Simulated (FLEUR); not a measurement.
# Calculated records

## B20 FeGe a1p04: parallel and opposed starts

It takes space group P2_13 (No. 198, cubic). The conventional cell has a = 4.888 Å, b = 4.888 Å, c = 4.888 Å, α = 90.00°, β = 90.00°, γ = 90.00°. Fe has 7 Ge at 2.48 to 2.75 Å nearest. Nearest to Ge lie 7 Fe at 2.48 to 2.75 Å. measured B20 cell, lattice constant scaled by 1.04, positions kept. Farther neighbours are not listed.

```xyz
8
Lattice="4.8880 0.0000 0.0000 0.0000 4.8880 0.0000 0.0000 0.0000 4.8880" Properties=species:S:1:pos:R:3 pbc="T T T"
Fe    0.6599    0.6599    0.6599
Fe    1.7841    4.2281    3.1039
Fe    4.2281    3.1039    1.7841
Fe    3.1039    1.7841    4.2281
Ge    4.1157    4.1157    4.1157
Ge    3.2163    0.7723    1.6717
Ge    0.7723    1.6717    3.2163
Ge    1.6717    3.2163    0.7723
```

| Property | Result |
| --- | --- |
| method | PBE; all-electron FLAPW, Dirac cores, scalar-relativistic bands |
| program | FLEUR MaX-R8.1 |
| settings of one run | kmax 3.6 1/bohr, gmax 10.8 1/bohr, muffin tin radii Fe: 2.29, Ge: 2.29 bohr, lmax Fe: [8, 6], Ge: [8, 6], hist occupations, smearing width 0.05 eV, mixer Anderson, mixing 0.05, max iterations 90, stop 2.00e-5 me/bohr³, collinear spin, 10×10×10 k-mesh, mesh matched on, starting moments 1.5 1.5 1.5 1.5 0 0 0 0 μB |
| cost | 3 runs, 67 min in all on 4 MPI ranks of Arm Neoverse V1, shared host (the runs of this entry) |
| notes | The run is spin-polarised, with a total moment of 6.85 μB a cell. Only 3 starts were tried; other patterns of signs, canted and longer-period orders were not. |
| lowest state found | ferromagnetic (initial ferro ++++) |
| largest site spin moment | 1.91 μB |
| next finished state | antiferromagnetic, 36.3 meV a seeded atom higher |
| energy gained by spin polarisation | 181 meV a seeded atom |

The lowest state found is ferromagnetic, reached from the start ferro ++++, with moments up to 1.91 μB. The next finished state costs 36 meV a seeded atom.

[Logs and program files are shortened in this print: banners, set-up blocks, solver, clock and traceback lines can be left out without a mark of their own.]

[Logs are printed without paths, hosts, clocks, repeated set-up lines and the standing remarks that a program may print on its own settings, such as how far it seeks lower states.]

[Hosts, paths, dates, database ids (printed as entryN), source tags and the programs' standing remarks are cut or masked in the printed files.]

[Where a cell is said to come from a database of computed structures, the database is the Materials Project.]
